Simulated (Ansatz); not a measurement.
**How Ru(0001) screens a field**

Where does the screening charge of Ru(0001) sit?

Main program and level: Ansatz 0.2.0; plane-wave DFT, PBE, Ansatz PAW.

## (1) The structure

The cell holds 9 atoms: 9 Ru. Cell: a = 2.700 Å, b = 2.700 Å, c = 35.107 Å, α = 90.0°, β = 90.0°, γ = 60.0°. Vacuum lies along c.

## (2) Single point, field 0

A sawtooth potential applies the field, turning back in the middle of the vacuum. With the dipole correction the typed value is the field outside the slab. The induced dipole is small, so the SCF threshold is tight.

Contents of input.yaml:

```yaml
crystal:
  lattice:
    - [2.7, 0.0, 0.0]
    - [1.35, 2.3382685902, 0.0]
    - [0.0, 0.0, 35.1072]
  atoms:
    - { symbol: Ru, position: [0.0, 0.0, 0.2563576702] }
    - { symbol: Ru, position: [0.6666666667, 0.6666666667, 0.3172682527] }
    - { symbol: Ru, position: [0.0, 0.0, 0.3781788351] }
    - { symbol: Ru, position: [0.6666666667, 0.6666666667, 0.4390894176] }
    - { symbol: Ru, position: [0.0, 0.0, 0.5] }
    - { symbol: Ru, position: [0.6666666667, 0.6666666667, 0.5609105824] }
    - { symbol: Ru, position: [0.0, 0.0, 0.6218211649] }
    - { symbol: Ru, position: [0.6666666667, 0.6666666667, 0.6827317473] }
    - { symbol: Ru, position: [0.0, 0.0, 0.7436423298] }
kpoints:
  mp_grid: { grid: [24, 24, 1] }
hamiltonian:
  xc: pbe
scf:
  occupations: { method: fermi_dirac, width: 0.1 }
  convergence: { dr2_threshold: 1.0e-10 }
efield:
  axis: 3
  dipole_correction: true
  ramp_position: 0.97
  ramp_width: 0.06
  amplitude: 0
output:
  forces: true
  write_potential: true
  write_density: true
  volumetric_format: npy
```

The run is started by

```console
$ ansatz run input.yaml --threads 4 --pin off --max-ram 6144MiB --backend cpu --events-out ev --progress --plain --runs-dir out
```

What it wrote:

```text
Engine: ansatz 0.2.0, aarch64-unknown-linux-gnu
Pseudopotentials: kind: paw
Pseudopotential: Ru, paw, valence charge 16, recommended cutoff 420 eV (normal), Ru.paw.azcp
Functional definition: PBE
  parameter kappa = 0.804
  parameter beta = 0.066725
  exchange = pbe_x(kappa = kappa, mu = beta*pi^2/3)
  correlation = pbe_c(beta = beta)
Crystal: 9 atoms, lattice volume = 221.643 Å³
Basis set: ecut = 420 eV, 4395 PW (Γ), exchange–correlation on 40×40×480 points (8 copies of the dense FFT grid, shifted against one another)
Bands: 87, of which v1, the nominal top of the filled ones, is band 72 counted from 1 (71 counted from 0)
Symmetry: 6 space group operations
k-points: 61 of 576 (time reversal used)
Non-local potential: Ru, projectors of the file, l = 0: 3, l = 1: 2, l = 2: 2, l = 3: 1
PAW form: soft (Blöchl's): semilocal exchange-correlation on the pseudo side does not see the compensation charge
PAW one-centre angular grid: Ru, 590 points (default); XC on 64 Gauss nodes
Initial density: superposition of atomic densities (neutral atoms: chi_scale 0, normalization atom), corrected by the library's trained network
Initial wavefunctions: pseudopotential atomic-orbital guess
Functional: x = pbe(κ = 0.804, μ = 0.219515), c = pbe(β = 0.066725)
SCF iter   1: F=—  HF=-52906.272683 eV  |F-HF|=—  |Δ(HF+E_count)|=         —  Δρ=1.45e-2  dr2=1.29e1  ethr=1.77e-3  p=-0.000 e·Å  D=-5.02e-14 V/Å  ΔV_dip=0.00 eV  dr2_dipole=2.99e-6  V_vac-E_F(+/−)=4.59/4.59 eV  ⟨swp⟩=7.5  Hψ=21787  notcnv=0  defer=15
efield: sawtooth ramp at fractional position 0.9700 (set: `efield.ramp_position`, or a place that a band, a saddle search or an elastic batch's reference lends), width 0.0600; the density the first Hamiltonian is built on has a dipole p = -0.000 e·Å; the dipole correction subtracts the counter field D = -5.02e-14 V/Å, which shifts the + side's vacuum level by +0.00 eV against the − side's; the planar-averaged density in the ramp window peaks in size at 2.1e-6 e/Å³
preconditioner: auto → LDOS  [metal: Δε(μ)=0.022 eV  Ē_g=4.874 eV  σ=0.100 eV  W_gap=0.05  n_scr=28 (ndim 8)  ℏωp=21.2 eV  f_vac=0.419  D(μ)=9.29/eV (n_scr^D=72)  β→1.0]
SCF iter   2: F=—  HF=-52906.193128 eV  |F-HF|=—  |Δ(HF+E_count)|=   7.96e-2  Δρ=3.25e-3  dr2=5.31e-2  ethr=1.77e-3  p=0.000 e·Å  D=9.92e-7 V/Å  ΔV_dip=-0.00 eV  dr2_dipole=1.84e-6  V_vac-E_F(+/−)=4.96/4.96 eV  ⟨swp⟩=1.0  Hψ=6163  notcnv=0  defer=14
SCF iter   3: F=—  HF=-52906.189763 eV  |F-HF|=—  |Δ(HF+E_count)|=   3.37e-3  Δρ=1.47e-3  dr2=1.43e-2  ethr=3.69e-5  p=0.000 e·Å  D=9.51e-7 V/Å  ΔV_dip=-0.00 eV  dr2_dipole=1.69e-8  V_vac-E_F(+/−)=5.04/5.04 eV  ⟨swp⟩=2.3  Hψ=8337  notcnv=0  defer=17
SCF iter   4: F=—  HF=-52906.188761 eV  |F-HF|=—  |Δ(HF+E_count)|=   1.00e-3  Δρ=3.07e-4  dr2=6.45e-4  ethr=9.96e-6  p=0.000 e·Å  D=1.04e-6 V/Å  ΔV_dip=-0.00 eV  dr2_dipole=7.36e-11  V_vac-E_F(+/−)=5.04/5.04 eV  ⟨swp⟩=2.0  Hψ=7144  notcnv=0  defer=17
SCF iter   5: F=—  HF=-52906.188713 eV  |F-HF|=—  |Δ(HF+E_count)|=   4.83e-5  Δρ=8.07e-5  dr2=3.48e-5  ethr=4.48e-7  p=0.000 e·Å  D=5.70e-7 V/Å  ΔV_dip=-0.00 eV  dr2_dipole=9.18e-11  V_vac-E_F(+/−)=5.05/5.05 eV  ⟨swp⟩=3.0  Hψ=9288  notcnv=0  defer=17
SCF iter   6: F=—  HF=-52906.188691 eV  |F-HF|=—  |Δ(HF+E_count)|=   2.20e-5  Δρ=3.55e-5  dr2=7.80e-6  ethr=2.42e-8  p=0.000 e·Å  D=7.88e-8 V/Å  ΔV_dip=-0.00 eV  dr2_dipole=6.99e-11  V_vac-E_F(+/−)=5.06/5.06 eV  ⟨swp⟩=2.7  Hψ=8532  notcnv=0  defer=17
SCF iter   7: F=—  HF=-52906.188967 eV  |F-HF|=—  |Δ(HF+E_count)|=   2.75e-4  Δρ=1.90e-5  dr2=1.63e-6  ethr=5.42e-9  p=-0.000 e·Å  D=-4.05e-8 V/Å  ΔV_dip=0.00 eV  dr2_dipole=1.86e-10  V_vac-E_F(+/−)=5.07/5.07 eV  ⟨swp⟩=2.9  Hψ=9094  notcnv=0  defer=17
SCF iter   8: F=—  HF=-52906.188967 eV  |F-HF|=—  |Δ(HF+E_count)|=   2.87e-7  Δρ=6.77e-6  dr2=6.06e-8  ethr=1.13e-9  p=-0.000 e·Å  D=-5.09e-8 V/Å  ΔV_dip=0.00 eV  dr2_dipole=3.06e-11  V_vac-E_F(+/−)=5.07/5.07 eV  ⟨swp⟩=2.6  Hψ=8481  notcnv=0  defer=17
SCF iter   9: F=—  HF=-52906.188967 eV  |F-HF|=—  |Δ(HF+E_count)|=   3.73e-7  Δρ=1.86e-6  dr2=1.27e-8  ethr=4.21e-11  p=-0.000 e·Å  D=-1.79e-8 V/Å  ΔV_dip=0.00 eV  dr2_dipole=2.69e-13  V_vac-E_F(+/−)=5.07/5.07 eV  ⟨swp⟩=3.2  Hψ=10741  notcnv=0  defer=17
SCF iter  10: F=—  HF=-52906.188967 eV  |F-HF|=—  |Δ(HF+E_count)|=   2.48e-8  Δρ=5.80e-7  dr2=8.56e-10  ethr=8.83e-12  p=-0.000 e·Å  D=-5.98e-9 V/Å  ΔV_dip=0.00 eV  dr2_dipole=2.61e-13  V_vac-E_F(+/−)=5.07/5.07 eV  ⟨swp⟩=2.8  Hψ=9195  notcnv=0  defer=17
SCF iter  11: F=—  HF=-52906.188967 eV  |F-HF|=—  |Δ(HF+E_count)|=   4.63e-9  Δρ=2.06e-7  dr2=1.74e-10  ethr=1.00e-12  p=0.000 e·Å  D=2.48e-10 V/Å  ΔV_dip=-0.00 eV  dr2_dipole=7.99e-14  V_vac-E_F(+/−)=5.07/5.07 eV  ⟨swp⟩=12.6  Hψ=33950  notcnv=0
SCF iter  12: F=-52906.188967 eV  HF=-52906.188967 eV  |F-HF|=4.51e-10  |Δ(HF+E_count)|=   1.50e-9  Δρ=6.29e-8  dr2=1.91e-11  ethr=1.00e-12  p=0.000 e·Å  D=4.71e-10 V/Å  ΔV_dip=-0.00 eV  dr2_dipole=9.16e-16  V_vac-E_F(+/−)=5.07/5.07 eV  ⟨swp⟩=8.0  Hψ=28002  notcnv=0
SCF 1 converged in 12 iterations: F = -52906.188967 eV  dr2 = 1.91e-11
  greatest PAW one-centre occupation: 0.998 electrons in one spin orbital (limit 2), on the Ru atom at site 0 (counted from 0), in its partial waves of l = 0
WARN: The output density's exchange-correlation potential varies sharply where the density is thin. Do not read a vacuum level from v_tot or v_xc, or from such a field of the output density. On a cell that repeats whose density bears no net charge and no dipole along the vacuum's axis use v_es (v_loc + v_h of the components); under efield.dipole_correction with no amplitude use v_es + v_field, which holds any externa [...]
SCF converged after 12 iterations
Free energy (F): -52906.188967 eV
Harris-Foulkes:  -52906.188967 eV  (|F-HF|=4.51e-10)
Internal energy: -52905.883911 eV  (E = F + TS)
E sigma→0 (E₀):  -52906.036439 eV
Entropy (-TS):   -0.305057 eV (-33.895 meV/atom)
Fermi energy:    10.739905 eV
Dipole field:    D = 0.000000 V/Å  (p = 0.000000 e·Å, saw-weighted, corrected)
Work function:   Φ+ = 5.0683 eV   Φ− = 5.0683 eV
Levels:          The Fermi level and band energies are counted from a zero that moves with the ramp; work functions are not
--- Per-component energies (eV) ---
  E_band       = -2308.680243
  E_kinetic    = 4626.212218
  E_local      = -369682.504614  (includes V_loc(G=0)·N_el)
  E_nonlocal   = 3089.080339
  E_hartree    = 181902.328767
  E_xc         = -1713.004827
  E_vxc        = -2150.329672  (∫ρ·V_xc dr)
  E_paw        = -31147.072563  (= ΣΔE_a)
  E_vpaw       = -1995.792262  (= ΣTr[D̂ρ^β])
  E_aug_tail   = -0.001774  (compensation charges beyond the density's cutoff)
  E_efield     = 0.000000  (sawtooth field / dipole correction)
  E_vefield    = 0.000000  (∫n·V_field dr)
  E_ewald      = 160019.078544
  E_smearing   = -0.305057  (= −TS)
  E_closure    = -0.000000  (closes the sum)
  Σ components = -52906.188967   (vs F -52906.188967, Δ=0.00e0)
--- Forces (eV/Å), atoms counted from 1 ---
  atom   1  Ru     0.00000000    -0.00000000     0.53679676
  atom   2  Ru    -0.00000000    -0.00000000    -0.68102138
  atom   3  Ru    -0.00000000     0.00000000    -0.15326821
  atom   4  Ru    -0.00000000    -0.00000000     0.08176728
  atom   5  Ru     0.00000000     0.00000000     0.00000002
  atom   6  Ru    -0.00000000    -0.00000000    -0.08176731
  atom   7  Ru     0.00000000     0.00000000     0.15326821
  atom   8  Ru     0.00000000    -0.00000000     0.68102139
  atom   9  Ru    -0.00000000    -0.00000000    -0.53679678
  max |Σ_I F_I| component: 1.68e-8 eV/Å
--- Band table (eV; the first three rows and the last of 61) ---
  k-point 0: bands = [... 68 lower, 8.8236, 9.5079, 9.5079, 9.7553, 9.8976, 9.8976, 10.3810, 10.3810, ... 11 higher]
  k-point 1: bands = [... 68 lower, 8.8720, 9.4651, 9.4777, 9.6681, 9.8752, 9.8863, 10.3482, 10.3621, ... 11 higher]
  k-point 2: bands = [... 68 lower, 9.0006, 9.3178, 9.4084, 9.4574, 9.8227, 9.8340, 10.0490, 10.3146, ... 11 higher]
  k-point 60: bands = [... 68 lower, 9.9825, 10.6223, 11.3392, 11.3568, 11.3581, 11.7813, 11.7838, 11.8599, ... 11 higher]
```

Wall time 89 s (4 threads of Arm Neoverse N1, shared host); peak memory 1.2 GiB; 5.9 min of CPU time.

Read from the output:

* energy at zero smearing: -52906.0364 eV
* work function, upper face: 5.068 eV
* dipole along the normal: 4.79e-8 e·Å

Running mean over 2.138 Å of the planar mean; the ramp of the sawtooth is left out. The electron's electrostatic potential energy less the Fermi level by z:

| z (Å) | electron's electrostatic potential energy less the Fermi level (eV) |
| --- | --- |
| 4 | 5.07 |
| 5 | 5.06 |
| 6 | 4.98 |
| 7 | 3.94 |
| 8 | -6.28 |
| 9 | -14.3 |
| 10 | -14.7 |
| 11 | -14.8 |
| 12 | -14.9 |
| 13 | -14.8 |
| 14 | -14.8 |
| 15 | -14.8 |
| 16 | -14.8 |
| 17 | -14.8 |
| 18 | -14.8 |
| 19 | -14.8 |
| 20 | -14.8 |
| 21 | -14.8 |
| 22 | -14.8 |
| 23 | -14.9 |
| 24 | -14.9 |
| 25 | -14.7 |
| 26 | -14.4 |
| 27 | -7.87 |
| 28 | 3.56 |
| 29 | 4.95 |
| 30 | 5.06 |
| 31 | 5.07 |

Force by atom:

| atom | x (eV/Å) | y (eV/Å) | z (eV/Å) | size |
| --- | --- | --- | --- | --- |
| Ru1 | 0.000 | 0.000 | 0.537 | 0.537 |
| Ru2 | 0.000 | 0.000 | -0.681 | 0.681 |
| Ru3 | 0.000 | 0.000 | -0.153 | 0.153 |
| Ru4 | 0.000 | 0.000 | 0.082 | 0.082 |
| Ru5 | 0.000 | 0.000 | 0.000 | 0.000 |
| Ru6 | 0.000 | 0.000 | -0.082 | 0.082 |
| Ru7 | 0.000 | 0.000 | 0.153 | 0.153 |
| Ru8 | 0.000 | 0.000 | 0.681 | 0.681 |
| Ru9 | 0.000 | 0.000 | -0.537 | 0.537 |

The work function of the upper face is 5.07 eV.

## (3) Single point, field 0.05 V/Å

input.yaml: that of step 2 with these lines changed.

```diff
@@ -27,3 +27,3 @@
   ramp_width: 0.06
-  amplitude: 0
+  amplitude: 0.05
 output:
```

What it wrote:

```text
[...]
Crystal: 9 atoms, lattice volume = 221.643 Å³
Basis set: ecut = 420 eV, 4395 PW (Γ), exchange–correlation on 40×40×480 points (8 copies of the dense FFT grid, shifted against one another)
Bands: 87, of which v1, the nominal top of the filled ones, is band 72 counted from 1 (71 counted from 0)
Symmetry: 6 space group operations
k-points: 61 of 576 (time reversal used)
[...]
k-point 0: bands = [... 68 lower, 8.8234, 9.5078, 9.5078, 9.7552, 9.8975, 9.8975, 10.3809, 10.3809, ... 11 higher]
  k-point 1: bands = [... 68 lower, 8.8719, 9.4650, 9.4776, 9.6680, 9.8751, 9.8862, 10.3481, 10.3620, ... 11 higher]
  k-point 2: bands = [... 68 lower, 9.0005, 9.3177, 9.4083, 9.4573, 9.8226, 9.8339, 10.0488, 10.3145, ... 11 higher]
  k-point 60: bands = [... 68 lower, 9.9824, 10.6222, 11.3391, 11.3566, 11.3581, 11.7812, 11.7837, 11.8598, ... 11 higher]
[key lines of the parts left out:]
SCF converged after 14 iterations
Free energy (F): -52906.189871 eV
Fermi energy:    10.739802 eV
Dipole field:    D = 0.029511 V/Å  (p = 0.036147 e·Å, saw-weighted, corrected)
```

Elapsed: 96 s, on 4 threads; peak memory 1.1 GiB.

The dipole is 0.0361 e·Å.

## (4) Atoms held, field -0.05 V/Å

input.yaml: that of step 3 with these lines changed.

```diff
@@ -27,3 +27,3 @@
   ramp_width: 0.06
-  amplitude: 0.05
+  amplitude: -0.05
 output:
```

What it wrote:

```text
[...]
Crystal: 9 atoms, lattice volume = 221.643 Å³
Basis set: ecut = 420 eV, 4395 PW (Γ), exchange–correlation on 40×40×480 points (8 copies of the dense FFT grid, shifted against one another)
Bands: 87, of which v1, the nominal top of the filled ones, is band 72 counted from 1 (71 counted from 0)
Symmetry: 6 space group operations
k-points: 61 of 576 (time reversal used)
[...]
k-point 0: bands = [... 68 lower, 8.8234, 9.5078, 9.5078, 9.7552, 9.8975, 9.8975, 10.3809, 10.3809, ... 11 higher]
  k-point 1: bands = [... 68 lower, 8.8719, 9.4650, 9.4776, 9.6680, 9.8751, 9.8862, 10.3481, 10.3620, ... 11 higher]
  k-point 2: bands = [... 68 lower, 9.0005, 9.3177, 9.4083, 9.4573, 9.8226, 9.8339, 10.0488, 10.3145, ... 11 higher]
  k-point 60: bands = [... 68 lower, 9.9824, 10.6222, 11.3391, 11.3566, 11.3581, 11.7812, 11.7837, 11.8598, ... 11 higher]
[key lines of the parts left out:]
SCF converged after 14 iterations
Free energy (F): -52906.189871 eV
Fermi energy:    10.739801 eV
Dipole field:    D = -0.029511 V/Å  (p = -0.036147 e·Å, saw-weighted, corrected)
```

It took 96 s on 4 threads; peak memory 1.1 GiB; 6.4 min of CPU time.

The dipole is -0.0361 e·Å.

## (5) Atoms held, field 0.1 V/Å

input.yaml: that of step 4 with these lines changed.

```diff
@@ -27,3 +27,3 @@
   ramp_width: 0.06
-  amplitude: -0.05
+  amplitude: 0.1
 output:
```

What it wrote:

```text
[...]
Crystal: 9 atoms, lattice volume = 221.643 Å³
Basis set: ecut = 420 eV, 4395 PW (Γ), exchange–correlation on 40×40×480 points (8 copies of the dense FFT grid, shifted against one another)
Bands: 87, of which v1, the nominal top of the filled ones, is band 72 counted from 1 (71 counted from 0)
Symmetry: 6 space group operations
k-points: 61 of 576 (time reversal used)
[...]
k-point 0: bands = [... 68 lower, 8.8231, 9.5075, 9.5075, 9.7548, 9.8971, 9.8971, 10.3806, 10.3806, ... 11 higher]
  k-point 1: bands = [... 68 lower, 8.8716, 9.4647, 9.4773, 9.6677, 9.8748, 9.8859, 10.3478, 10.3617, ... 11 higher]
  k-point 2: bands = [... 68 lower, 9.0002, 9.3174, 9.4080, 9.4569, 9.8223, 9.8336, 10.0485, 10.3142, ... 11 higher]
  k-point 60: bands = [... 68 lower, 9.9821, 10.6219, 11.3388, 11.3560, 11.3581, 11.7809, 11.7834, 11.8594, ... 11 higher]
[key lines of the parts left out:]
SCF converged after 13 iterations
Free energy (F): -52906.192582 eV
Fermi energy:    10.739490 eV
Dipole field:    D = 0.059023 V/Å  (p = 0.072296 e·Å, saw-weighted, corrected)
```

Wall time 95 s (4 threads); peak memory 1.1 GiB; 6.2 min of CPU time.

The dipole is 0.0723 e·Å.

## (6) Single point, field -0.1 V/Å

input.yaml: that of step 5 with these lines changed.

```diff
@@ -27,3 +27,3 @@
   ramp_width: 0.06
-  amplitude: 0.1
+  amplitude: -0.1
 output:
```

What it wrote:

```text
[...]
Crystal: 9 atoms, lattice volume = 221.643 Å³
Basis set: ecut = 420 eV, 4395 PW (Γ), exchange–correlation on 40×40×480 points (8 copies of the dense FFT grid, shifted against one another)
Bands: 87, of which v1, the nominal top of the filled ones, is band 72 counted from 1 (71 counted from 0)
Symmetry: 6 space group operations
k-points: 61 of 576 (time reversal used)
[...]
k-point 0: bands = [... 68 lower, 8.8231, 9.5075, 9.5075, 9.7548, 9.8971, 9.8971, 10.3806, 10.3806, ... 11 higher]
  k-point 1: bands = [... 68 lower, 8.8716, 9.4647, 9.4773, 9.6677, 9.8748, 9.8859, 10.3478, 10.3617, ... 11 higher]
  k-point 2: bands = [... 68 lower, 9.0002, 9.3174, 9.4080, 9.4570, 9.8223, 9.8336, 10.0485, 10.3142, ... 11 higher]
  k-point 60: bands = [... 68 lower, 9.9821, 10.6219, 11.3388, 11.3560, 11.3581, 11.7809, 11.7834, 11.8594, ... 11 higher]
[key lines of the parts left out:]
SCF converged after 14 iterations
Free energy (F): -52906.192582 eV
Fermi energy:    10.739492 eV
Dipole field:    D = -0.059023 V/Å  (p = -0.072296 e·Å, saw-weighted, corrected)
```

Elapsed: 96 s, on 4 threads; peak memory 1.1 GiB; 6.4 min of CPU time.

The dipole is -0.0723 e·Å.

## (7) Atoms held, field 0.2 V/Å

input.yaml: that of step 6 with these lines changed.

```diff
@@ -27,3 +27,3 @@
   ramp_width: 0.06
-  amplitude: -0.1
+  amplitude: 0.2
 output:
```

What it wrote:

```text
[...]
Crystal: 9 atoms, lattice volume = 221.643 Å³
Basis set: ecut = 420 eV, 4395 PW (Γ), exchange–correlation on 40×40×480 points (8 copies of the dense FFT grid, shifted against one another)
Bands: 87, of which v1, the nominal top of the filled ones, is band 72 counted from 1 (71 counted from 0)
Symmetry: 6 space group operations
k-points: 61 of 576 (time reversal used)
[...]
k-point 0: bands = [... 68 lower, 8.8218, 9.5062, 9.5062, 9.7534, 9.8959, 9.8959, 10.3793, 10.3793, ... 11 higher]
  k-point 1: bands = [... 68 lower, 8.8703, 9.4634, 9.4760, 9.6663, 9.8735, 9.8846, 10.3465, 10.3604, ... 11 higher]
  k-point 2: bands = [... 68 lower, 8.9989, 9.3162, 9.4068, 9.4556, 9.8210, 9.8322, 10.0472, 10.3129, ... 11 higher]
  k-point 60: bands = [... 68 lower, 9.9808, 10.6207, 11.3376, 11.3541, 11.3576, 11.7796, 11.7821, 11.8582, ... 11 higher]
[key lines of the parts left out:]
SCF converged after 14 iterations
Free energy (F): -52906.203427 eV
Fermi energy:    10.738249 eV
Dipole field:    D = 0.118055 V/Å  (p = 0.144603 e·Å, saw-weighted, corrected)
```

It took 98 s on 4 threads; peak memory 1.1 GiB.

The dipole is 0.145 e·Å.

## (8) Single point, field -0.2 V/Å

input.yaml: that of step 7 with these lines changed.

```diff
@@ -27,3 +27,3 @@
   ramp_width: 0.06
-  amplitude: 0.2
+  amplitude: -0.2
 output:
```

What it wrote:

```text
[...]
Crystal: 9 atoms, lattice volume = 221.643 Å³
Basis set: ecut = 420 eV, 4395 PW (Γ), exchange–correlation on 40×40×480 points (8 copies of the dense FFT grid, shifted against one another)
Bands: 87, of which v1, the nominal top of the filled ones, is band 72 counted from 1 (71 counted from 0)
Symmetry: 6 space group operations
k-points: 61 of 576 (time reversal used)
[...]
k-point 0: bands = [... 68 lower, 8.8218, 9.5062, 9.5062, 9.7534, 9.8959, 9.8959, 10.3793, 10.3793, ... 11 higher]
  k-point 1: bands = [... 68 lower, 8.8703, 9.4634, 9.4760, 9.6663, 9.8735, 9.8846, 10.3465, 10.3604, ... 11 higher]
  k-point 2: bands = [... 68 lower, 8.9989, 9.3162, 9.4068, 9.4556, 9.8210, 9.8322, 10.0472, 10.3129, ... 11 higher]
  k-point 60: bands = [... 68 lower, 9.9808, 10.6207, 11.3376, 11.3541, 11.3576, 11.7796, 11.7821, 11.8582, ... 11 higher]
[key lines of the parts left out:]
SCF converged after 14 iterations
Free energy (F): -52906.203427 eV
Fermi energy:    10.738250 eV
Dipole field:    D = -0.118055 V/Å  (p = -0.144603 e·Å, saw-weighted, corrected)
```

Run time: 98 s. Hardware: 4 threads; peak memory 1.1 GiB; 6.5 min of CPU time.

The dipole is -0.145 e·Å.

(Part 1 of 2 ends here.)

[Long decimals in the printed logs are rounded to 6 places.]

[Logs are printed without paths, hosts, clocks, repeated set-up lines and the standing remarks that a program may print on its own settings, such as how far it seeks lower states.]

[Hosts, paths, dates, database ids (printed as entryN), source tags and the programs' standing remarks are cut or masked in the printed files.]

[Maps of the electrostatic potential energy from Ansatz leave out the sawtooth potential of an applied field or a dipole correction, so their vacuum need not be flat; planar profiles and work functions include it.]
